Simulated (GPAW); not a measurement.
# Ballistic transport through naphthalene-1,5-dithiol between two Pt chains, cheap and dear

Aim: T(E), conductance and thermopower of naphthalene-1,5-dithiol between two Pt chains, and what cheaper settings cost in accuracy.

Method: GPAW LCAO, PAW setups; Landauer transmission from Green's functions with principal layers (ASE), zero bias, in GPAW 26.7.0.

Most raw output is cut from this account.

**1. The structure**

The cell holds 32 atoms: 14 Pt, 2 S, 6 H and 10 C. Its edges and angles: a = 13.695 Å, b = 9.670 Å, c = 41.491 Å, α = 90.0°, β = 90.0°, γ = 90.0°. Regions: left lead, 7 atoms (7 Pt); channel, 18 atoms (2 S, 6 H and 10 C); right lead, 7 atoms (7 Pt). Vacuum lies along a and b. The structure is stacked along c, and the current runs across the ab planes.

**2. GPAW, dzp**

Localised orbitals split the wire into layers that couple to their neighbours alone, which is what the Green's function method needs; double zeta with polarisation is the usual level for numbers.

Contents of run.py:

```python
import json
import numpy as np
from ase import Atoms
from ase.transport.calculators import TransportCalculator
from gpaw import GPAW, FermiDirac
from gpaw.lcao.tools import get_lcao_hamiltonian
from scipy.linalg import eigh

# The junction with lead layers at both ends, along the third cell vector
device = Atoms(
    ['Pt', 'Pt', 'Pt', 'Pt', 'Pt', 'Pt', 'Pt', 'S', 'H', 'H', 'C', 'C', 'C', 'C', 'H', 'C', 'C', 'H', 'C', 'C', 'C', 'C', 'H', 'H', 'S', 'Pt', 'Pt', 'Pt', 'Pt', 'Pt', 'Pt', 'Pt'],
    positions=[
        [6.84748, 4.83491, 1.20000],
        [6.84748, 4.83491, 3.60000],
        [6.84748, 4.83491, 6.00000],
        [6.84748, 4.83491, 8.40000],
        [6.84748, 4.83491, 10.80000],
        [6.84748, 4.83491, 13.20000],
        [6.84748, 4.83491, 15.60000],
        [6.28816, 3.32112, 17.30825],
        [8.71376, 3.25002, 18.67503],
        [3.84605, 3.27358, 18.71778],
        [5.98345, 3.28655, 19.07947],
        [4.63750, 3.27571, 19.46423],
        [8.39717, 3.26851, 19.71587],
        [7.02204, 3.28032, 20.05501],
        [10.44494, 3.25020, 20.38569],
        [9.39960, 3.26455, 20.68345],
        [4.29534, 3.26455, 20.80734],
        [3.25000, 3.25019, 21.10510],
        [6.67290, 3.28032, 21.43578],
        [5.29776, 3.26850, 21.77493],
        [9.05743, 3.27570, 22.02656],
        [7.71149, 3.28654, 22.41132],
        [9.84889, 3.27356, 22.77301],
        [4.98118, 3.25000, 22.81576],
        [7.40678, 3.32112, 24.18254],
        [6.84748, 4.83491, 25.89079],
        [6.84748, 4.83491, 28.29079],
        [6.84748, 4.83491, 30.69079],
        [6.84748, 4.83491, 33.09079],
        [6.84748, 4.83491, 35.49079],
        [6.84748, 4.83491, 37.89079],
        [6.84748, 4.83491, 40.29079]],
    cell=[[13.69496, 0.0, 0.0], [0.0, 9.66981, 0.0], [0.0, 0.0, 41.49079]],
    pbc=True)

# One principal layer of the lead: the first 5 atoms of the device
lead = Atoms(
    ['Pt', 'Pt', 'Pt', 'Pt', 'Pt'],
    positions=[
        [6.84748, 4.83491, 1.20000],
        [6.84748, 4.83491, 3.60000],
        [6.84748, 4.83491, 6.00000],
        [6.84748, 4.83491, 8.40000],
        [6.84748, 4.83491, 10.80000]],
    cell=[[13.69496, 0.0, 0.0], [0.0, 9.66981, 0.0], [0.0, 0.0, 12.0]],
    pbc=True)

settings = dict(mode='lcao', basis='dzp', xc='PBE', h=0.2,
                occupations=FermiDirac(0.1), maxiter=250,
                mixer=dict(beta=0.1, nmaxold=8, weight=100.0),
                convergence=dict(density=0.0001))
energies = np.arange(-3, 3 + 1e-9, 0.075)
eta = 0.0001
n1, n2 = 1, 1
# k and -k transmit alike, so half of the mesh across the current serves
mesh = [(i, j) for i in range(n1) for j in range(n2) if (i, j) <= (-i % n1, -j % n2)]
weights = np.array([1 if (i, j) == (-i % n1, -j % n2) else 2 for i, j in mesh]) / (n1 * n2)

# [... helper functions left out ...]
fermi_lead = ground_state(lead, (1, 1, 10), 'lead.txt')
fermi_device = ground_state(device, (1, 1, 2), 'device.txt')
# [... loop over the mesh left out, but for ...]
        # Shift the lead onto the potential of the device's first layer
        shift = ((H[:, 0, 0] - H0[:, 0, 0]) / S0[0, 0]).real.mean()
# [...]
kT = 8.617333e-5 * 77
bias = [0.1, 0.2, 0.5, 1.0, 1.5, 2.0]
# [... integrals and printing left out ...]
```

Command:

```bash
OMP_NUM_THREADS=1 OPENBLAS_NUM_THREADS=1 python run.py
```

The job ended after 6 min (1 thread of Arm Neoverse V1, shared host; peak memory 2.2 GiB).

This step gave:

- conductance: 0.3448 G₀
- thermopower: 10.37 μV/K
- largest coupling past the next principal layer: 8.09e-6 eV
- largest misfit of the first principal layer: 0.2039 eV
- shift that aligns the lead: -0.002178 eV
- basis functions of the junction: 564
- basis functions of a principal layer: 135
- transmission at the Fermi level (one spin): 0.3443

One spin. Table of transmission, zone mean by energy, zero at the Fermi level:

energy (eV), transmission, zone mean and a bar:
```
    -3.00       0.50 ##############
    -2.77       0.44 ############
    -2.55       0.79 #######################
    -2.40       0.98 ############################
    -2.17       1.01 #############################
    -1.95       1.00 #############################
    -1.80       1.03 ##############################
    -1.73       1.02 ##############################
    -1.57       1.01 #############################
    -1.35       0.97 ############################
    -1.12       0.96 ############################
    -0.90       1.04 ##############################
    -0.82       1.04 ##############################
    -0.75       1.04 ##############################
    -0.53       0.99 ############################
    -0.30       0.61 #################
    -0.23       0.90 ##########################
    -0.07       0.52 ###############
     0.00       0.34 ##########
     0.07       0.23 ######
     0.30       0.08 ##
     0.53       0.06 #
     0.75       0.04 #
     0.90       0.02 
     1.12       0.02 
     1.35       0.02 
     1.57       0.02 
     1.73       0.02 
     1.95       0.04 #
     2.17       0.14 ###
     2.40       0.96 ############################
     2.55       0.37 ##########
     2.77       0.08 ##
     3.00       0.04 #
```

Not self-consistent under bias; the bias window is split evenly. The current through one cell, from the zero-bias transmission by bias:

| bias (V) | current through one cell, from the zero-bias transmission (μA) |
| --- | --- |
| 0.100 | 2.70 |
| 0.200 | 5.59 |
| 0.500 | 16.1 |
| 1.000 | 32.5 |
| 1.500 | 53.2 |
| 2.000 | 73.8 |

Table of transmission of the three most open eigenchannels by energy, zero at the Fermi level:

| energy (eV) | channel 1 | channel 2 | channel 3 |
| --- | --- | --- | --- |
| -3.0000 | 0.495 | 0.00646 | 7.3e-4 |
| -2.7750 | 0.434 | 0.00604 | 0.00163 |
| -2.4750 | 0.893 | 0.00891 | 0.00252 |
| -2.2500 | 0.997 | 0.0194 | 0.00212 |
| -2.0250 | 0.963 | 0.0396 | 0.00172 |
| -1.7250 | 0.969 | 0.0536 | 0.00142 |
| -1.5000 | 0.964 | 0.0235 | 0.00260 |
| -1.2750 | 0.952 | 0.00666 | 0.00166 |
| -0.9750 | 0.960 | 0.0549 | 0.00314 |
| -0.7500 | 0.995 | 0.0391 | 0.00581 |
| -0.5250 | 0.943 | 0.0395 | 0.00721 |
| -0.2250 | 0.762 | 0.132 | 0.00389 |
| 0.0000 | 0.304 | 0.0376 | 0.00283 |
| 0.2250 | 0.103 | 0.00624 | 9.8e-4 |
| 0.5250 | 0.0550 | 8.0e-4 | 5.2e-6 |
| 0.7500 | 0.0419 | 1.3e-11 | 0 |
| 0.9750 | 0.0211 | 1.5e-12 | 0 |
| 1.2750 | 0.0163 | 2.2e-12 | 0 |
| 1.5000 | 0.0175 | 2.8e-12 | 0 |
| 1.7250 | 0.0238 | 3.6e-12 | 0 |
| 2.0250 | 0.0589 | 5.1e-12 | 0 |
| 2.2500 | 0.244 | 6.7e-12 | 0 |
| 2.4750 | 0.760 | 8.9e-12 | 0 |
| 2.7750 | 0.0819 | 1.3e-11 | 0 |
| 3.0000 | 0.0392 | 1.7e-11 | 0 |

Couplings past the next layer reach 8.1e-6 eV, small enough to drop; the matrix elements of the cell's first layer differ from the bulk lead's by up to 0.20 eV. That layer keeps its own values in the calculation, and only beyond it is the lead taken as perfect. The Fermi levels of lead and junction count from different zeros of potential, one for each periodic cell; with both set to zero, the small remaining shift is what aligns them. Without spin-orbit coupling, which is large for these atoms, channel counts and T are those of the scalar-relativistic bands. By hand: G = 0.3448 × 77.48 μS = 26.7 μS, a resistance of 37.4 kΩ; at 0.1 V a linear junction would pass 2.67 μA, and the integral over the bias window gives 2.70 μA. Mott's formula, S = -(π²/3)(k_B²T/e) d ln T/dE, has the prefactor 1.88 μV/K·eV at 77 K; T = 0.5179 at -0.075 eV and 0.2265 at 0.075 eV give a slope of -5.51 per eV and S = 10.4 μV/K, beside 10.4 μV/K from the thermal integral, which interpolates the same grid.

**3. GPAW, szp: basis = "szp(dzp)"**

The second zeta is dropped, the polarisation orbitals stay.

Changes to run.py since step 2:

```diff
@@ -59,3 +59,3 @@
 
-settings = dict(mode='lcao', basis='dzp', xc='PBE', h=0.2,
+settings = dict(mode='lcao', basis='szp(dzp)', xc='PBE', h=0.2,
                 occupations=FermiDirac(0.1), maxiter=250,
```

The job ended after 3.6 min (1 thread; peak memory 2.1 GiB).

Numbers from this step:

- conductance: 0.2038 G₀
- thermopower: 8.509 μV/K
- largest coupling past the next principal layer: 8.13e-6 eV
- largest misfit of the first principal layer: 0.2232 eV
- shift that aligns the lead: 6.78e-4 eV
- basis functions of the junction: 342
- basis functions of a principal layer: 75
- transmission at the Fermi level (one spin): 0.2030
- open channels of the lead at the Fermi level (one spin): 4

One spin. The transmission, zone mean by energy, zero at the Fermi level:

| energy (eV) | transmission, zone mean |
| --- | --- |
| -3.00 | 0.176 |
| -2.77 | 0.347 |
| -2.55 | 0.779 |
| -2.40 | 0.985 |
| -2.33 | 1.01 |
| -2.17 | 0.980 |
| -1.95 | 0.909 |
| -1.73 | 0.886 |
| -1.57 | 0.852 |
| -1.35 | 0.726 |
| -1.12 | 0.682 |
| -0.90 | 0.778 |
| -0.75 | 0.727 |
| -0.53 | 0.465 |
| -0.30 | 0.247 |
| -0.23 | 0.553 |
| -0.07 | 0.290 |
| 0.00 | 0.203 |
| 0.07 | 0.148 |
| 0.30 | 0.0740 |
| 0.53 | 0.0621 |
| 0.75 | 0.0386 |
| 0.90 | 0.0297 |
| 1.12 | 0.0292 |
| 1.35 | 0.0391 |
| 1.57 | 0.0755 |
| 1.73 | 0.161 |
| 1.95 | 0.935 |
| 2.17 | 0.241 |
| 2.40 | 0.0714 |
| 2.55 | 0.0439 |
| 2.77 | 0.0116 |
| 3.00 | 0.0322 |

Crossings of the lead's bands, unfolded to its shortest repeat. Table of open channels, zone mean by energy, zero at the Fermi level:

energy (eV), open channels, zone mean and a bar from the least value:
```
    -3.00       3.00 ############
    -2.77       3.00 ############
    -2.55       3.00 ############
    -2.40       3.00 ############
    -2.17       3.00 ############
    -1.95       3.00 ############
    -1.73       3.00 ############
    -1.57       3.00 ############
    -1.35       4.00 ##################
    -1.12       6.00 ##############################
    -0.90       6.00 ##############################
    -0.75       6.00 ##############################
    -0.53       6.00 ##############################
    -0.30       6.00 ##############################
    -0.07       4.00 ##################
     0.00       4.00 ##################
     0.07       4.00 ##################
     0.30       3.00 ############
     0.53       3.00 ############
     0.75       1.00 
     0.90       1.00 
     1.12       1.00 
     1.35       1.00 
     1.57       1.00 
     1.73       1.00 
     1.95       1.00 
     2.17       1.00 
     2.40       1.00 
     2.55       1.00 
     2.77       1.00 
     3.00       1.00
```

Not self-consistent under bias; the bias window is split evenly. Table of current through one cell, from the zero-bias transmission by bias:

| bias (V) | current through one cell, from the zero-bias transmission (μA) |
| --- | --- |
| 0.100 | 1.60 |
| 0.200 | 3.31 |
| 0.500 | 9.74 |
| 1.000 | 17.1 |
| 1.500 | 29.7 |
| 2.000 | 45.0 |

Transmission of the three most open eigenchannels against energy, zero at the Fermi level:

| energy (eV) | channel 1 | channel 2 | channel 3 |
| --- | --- | --- | --- |
| -3.00 | 0.174 | 0.00187 | 2.0e-4 |
| -2.85 | 0.260 | 0.00215 | 3.1e-4 |
| -2.70 | 0.464 | 0.00275 | 4.2e-4 |
| -2.55 | 0.774 | 0.00410 | 5.0e-4 |
| -2.33 | 0.998 | 0.00816 | 5.3e-4 |
| -2.17 | 0.964 | 0.0159 | 6.6e-4 |
| -2.02 | 0.903 | 0.0234 | 6.2e-4 |
| -1.88 | 0.865 | 0.0325 | 6.2e-4 |
| -1.73 | 0.851 | 0.0339 | 6.3e-4 |
| -1.57 | 0.829 | 0.0227 | 6.6e-4 |
| -1.35 | 0.717 | 0.00757 | 0.00106 |
| -1.20 | 0.648 | 0.0193 | 0.00195 |
| -1.05 | 0.674 | 0.0310 | 0.00147 |
| -0.90 | 0.742 | 0.0347 | 0.00183 |
| -0.75 | 0.699 | 0.0252 | 0.00286 |
| -0.60 | 0.538 | 0.0301 | 0.00326 |
| -0.38 | 0.232 | 0.0226 | 0.00232 |
| -0.23 | 0.465 | 0.0866 | 0.00181 |
| -0.07 | 0.238 | 0.0506 | 0.00160 |
| 0.00 | 0.166 | 0.0356 | 0.00139 |
| 0.07 | 0.124 | 0.0226 | 0.00110 |
| 0.23 | 0.0818 | 0.00666 | 4.4e-4 |
| 0.38 | 0.0655 | 0.00148 | 1.5e-8 |
| 0.60 | 0.0623 | 2.6e-4 | 4.4e-7 |
| 0.75 | 0.0386 | 0 | 0 |
| 0.90 | 0.0297 | 0 | 0 |
| 1.05 | 0.0283 | 0 | 0 |
| 1.20 | 0.0311 | 0 | 0 |
| 1.35 | 0.0391 | 0 | 0 |
| 1.57 | 0.0755 | 0 | 0 |
| 1.73 | 0.161 | 0 | 0 |
| 1.88 | 0.527 | 0 | 0 |
| 2.02 | 0.843 | 0 | 0 |
| 2.17 | 0.241 | 0 | 0 |
| 2.33 | 0.0984 | 0 | 0 |
| 2.55 | 0.0439 | 0 | 0 |
| 2.70 | 0.0287 | 0 | 0 |
| 2.85 | 0.0461 | 0 | 0 |
| 3.00 | 0.0322 | 0 | 0 |

The conductance, 0.204 G₀, lies 41 % below that of the dzp run.

**4. GPAW, sz: basis = "sz(dzp)"**

One function for each valence shell of the setup, as for a first survey of a large system.

Changes to run.py since step 3:

```diff
@@ -59,3 +59,3 @@
 
-settings = dict(mode='lcao', basis='szp(dzp)', xc='PBE', h=0.2,
+settings = dict(mode='lcao', basis='sz(dzp)', xc='PBE', h=0.2,
                 occupations=FermiDirac(0.1), maxiter=250,
```

Run time: 2.7 min. Hardware: 1 thread; peak memory 2 GiB.

Numbers from this step:

| Property | Result |
| --- | --- |
| conductance | 0.1681 G₀ |
| thermopower | 8.887 μV/K |
| largest coupling past the next principal layer | 8.11e-6 eV |
| largest misfit of the first principal layer | 0.08734 eV |
| shift that aligns the lead | 0.002063 eV |
| basis functions of the junction | 222 |
| basis functions of a principal layer | 60 |
| transmission at the Fermi level (one spin) | 0.1674 |

One spin. Table of transmission, zone mean by energy, zero at the Fermi level:

| energy (eV) | transmission, zone mean |
| --- | --- |
| -3.00 | 0.159 |
| -2.85 | 0.339 |
| -2.70 | 0.720 |
| -2.55 | 1.00 |
| -2.33 | 0.861 |
| -2.17 | 0.766 |
| -2.02 | 0.728 |
| -1.88 | 0.729 |
| -1.73 | 0.734 |
| -1.57 | 0.708 |
| -1.35 | 0.617 |
| -1.20 | 0.560 |
| -1.05 | 0.565 |
| -0.90 | 0.604 |
| -0.75 | 0.585 |
| -0.60 | 0.447 |
| -0.38 | 0.228 |
| -0.23 | 0.476 |
| -0.07 | 0.243 |
| 0.00 | 0.167 |
| 0.07 | 0.120 |
| 0.23 | 0.0719 |
| 0.38 | 0.0568 |
| 0.60 | 0.0565 |
| 0.75 | 0.0339 |
| 0.90 | 0.0276 |
| 1.05 | 0.0273 |
| 1.20 | 0.0308 |
| 1.35 | 0.0401 |
| 1.57 | 0.0849 |
| 1.73 | 0.212 |
| 1.88 | 0.847 |
| 1.95 | 0.879 |
| 2.02 | 0.422 |
| 2.17 | 0.115 |
| 2.33 | 0.0504 |
| 2.55 | 0.0228 |
| 2.70 | 0.0128 |
| 2.85 | 0.0198 |
| 3.00 | 0.0155 |

The conductance, 0.168 G₀, lies 51 % below that of the dzp run.

**5. revPBE in the dzp basis: xc = "revPBE"**

Back in the dzp basis, the functional changes from PBE to revPBE, to set the spread between functionals beside that between bases.

Changes to run.py since step 4:

```diff
@@ -59,3 +59,3 @@
 
-settings = dict(mode='lcao', basis='sz(dzp)', xc='PBE', h=0.2,
+settings = dict(mode='lcao', basis='dzp', xc='revPBE', h=0.2,
                 occupations=FermiDirac(0.1), maxiter=250,
```

Elapsed: 5.8 min, on 1 thread; peak memory 2.2 GiB.

Numbers from this step:

* conductance: 0.3412 G₀
* thermopower: 10.28 μV/K
* largest coupling past the next principal layer: 8.03e-6 eV
* largest misfit of the first principal layer: 0.2002 eV
* shift that aligns the lead: -0.002262 eV
* basis functions of the junction: 564
* basis functions of a principal layer: 135
* transmission at the Fermi level (one spin): 0.3407

One spin. The transmission, zone mean by energy, zero at the Fermi level:

| energy (eV) | transmission, zone mean |
| --- | --- |
| -3.00 | 0.502 |
| -2.77 | 0.451 |
| -2.55 | 0.802 |
| -2.40 | 0.982 |
| -2.17 | 1.01 |
| -1.95 | 1.00 |
| -1.73 | 1.02 |
| -1.57 | 1.01 |
| -1.35 | 0.972 |
| -1.12 | 0.969 |
| -0.90 | 1.04 |
| -0.82 | 1.04 |
| -0.75 | 1.04 |
| -0.53 | 0.993 |
| -0.30 | 0.609 |
| -0.23 | 0.896 |
| -0.07 | 0.511 |
| 0.00 | 0.341 |
| 0.07 | 0.225 |
| 0.30 | 0.0846 |
| 0.53 | 0.0571 |
| 0.75 | 0.0427 |
| 0.90 | 0.0251 |
| 1.12 | 0.0179 |
| 1.35 | 0.0165 |
| 1.57 | 0.0189 |
| 1.73 | 0.0235 |
| 1.95 | 0.0422 |
| 2.17 | 0.125 |
| 2.40 | 0.892 |
| 2.55 | 0.423 |
| 2.77 | 0.0880 |
| 3.00 | 0.0408 |

The conductance, 0.341 G₀, lies 1.0 % below that of the dzp run.

**6. Cost and result by level**

Times are for 1 thread of Arm Neoverse V1, shared host. Results by setting:

| no. | run | conductance (G₀) | time | memory (GiB) |
| --- | --- | --- | --- | --- |
| 1 | dzp | 0.3448 | 6 min | 2.2 |
| 2 | szp | 0.2038 | 3.6 min | 2.1 |
| 3 | sz | 0.1681 | 2.7 min | 2.0 |
| 4 | dzp revPBE | 0.3412 | 5.8 min | 2.2 |

**7. The levels side by side**

The curves are compared point by point over the common energies.

This step: comparison of transmission and cost over codes and levels (GPAW 26.7.0).

Ladder, by row:

| step | code | T at the Fermi level (sum over the listed spins) | conductance (G0) | r.m.s. T(E) from the first | wall time (s) | peak memory (GiB) | threads |
| --- | --- | --- | --- | --- | --- | --- | --- |
| dzp | GPAW | 0.3443 | 0.3448 | 0 | 358.7 | 2.16 | 1 |
| szp | GPAW | 0.203 | 0.2038 | 0.2747 | 215.7 | 2.08 | 1 |
| sz | GPAW | 0.1674 | 0.1681 | 0.3235 | 160.3 | 2.01 | 1 |
| dzp-revPBE | GPAW | 0.3407 | 0.3412 | 0.01638 | 350.4 | 2.16 | 1 |

Table of transmission, zone mean, sum over the listed spins by energy, zero at the Fermi level:

| energy (eV) | dzp | szp | sz | dzp-revPBE |
| --- | --- | --- | --- | --- |
| -3.0000 | 0.503 | 0.176 | 0.159 | 0.502 |
| -2.7750 | 0.442 | 0.347 | 0.506 | 0.451 |
| -2.5500 | 0.791 | 0.779 | 1.00 | 0.802 |
| -2.4750 | 0.904 | 0.910 | 0.992 | 0.912 |
| -2.3250 | 1.01 | 1.01 | 0.861 | 1.01 |
| -2.2500 | 1.02 | 0.957 | 0.806 | 1.02 |
| -2.0250 | 1.00 | 0.927 | 0.728 | 1.00 |
| -1.8000 | 1.03 | 0.892 | 0.734 | 1.03 |
| -1.7250 | 1.02 | 0.886 | 0.734 | 1.02 |
| -1.5000 | 0.990 | 0.819 | 0.679 | 0.992 |
| -1.2750 | 0.960 | 0.686 | 0.588 | 0.963 |
| -0.9750 | 1.02 | 0.751 | 0.579 | 1.02 |
| -0.8250 | 1.04 | 0.767 | 0.617 | 1.04 |
| -0.7500 | 1.04 | 0.727 | 0.585 | 1.04 |
| -0.5250 | 0.990 | 0.465 | 0.376 | 0.993 |
| -0.2250 | 0.898 | 0.553 | 0.476 | 0.896 |
| 0.0000 | 0.344 | 0.203 | 0.167 | 0.341 |
| 0.2250 | 0.110 | 0.0889 | 0.0719 | 0.110 |
| 0.5250 | 0.0558 | 0.0621 | 0.0551 | 0.0571 |
| 0.7500 | 0.0419 | 0.0386 | 0.0339 | 0.0427 |
| 0.9750 | 0.0211 | 0.0285 | 0.0270 | 0.0216 |
| 1.2750 | 0.0163 | 0.0343 | 0.0345 | 0.0165 |
| 1.5000 | 0.0175 | 0.0576 | 0.0622 | 0.0176 |
| 1.7250 | 0.0238 | 0.161 | 0.212 | 0.0235 |
| 1.9500 | 0.0436 | 0.935 | 0.879 | 0.0422 |
| 2.0250 | 0.0589 | 0.843 | 0.422 | 0.0563 |
| 2.2500 | 0.244 | 0.146 | 0.0729 | 0.219 |
| 2.4000 | 0.957 | 0.0714 | 0.0372 | 0.892 |
| 2.4750 | 0.760 | 0.0549 | 0.0287 | 0.848 |
| 2.7750 | 0.0819 | 0.0116 | 0.0689 | 0.0880 |
| 3.0000 | 0.0392 | 0.0322 | 0.0155 | 0.0408 |

[end of part 1 of 2]

[Logs are printed without paths, hosts, clocks, repeated set-up lines and the standing remarks that a program may print on its own settings, such as how far it seeks lower states.]

[Hosts, paths, dates, database ids (printed as entryN), source tags and the programs' standing remarks are cut or masked in the printed files.]
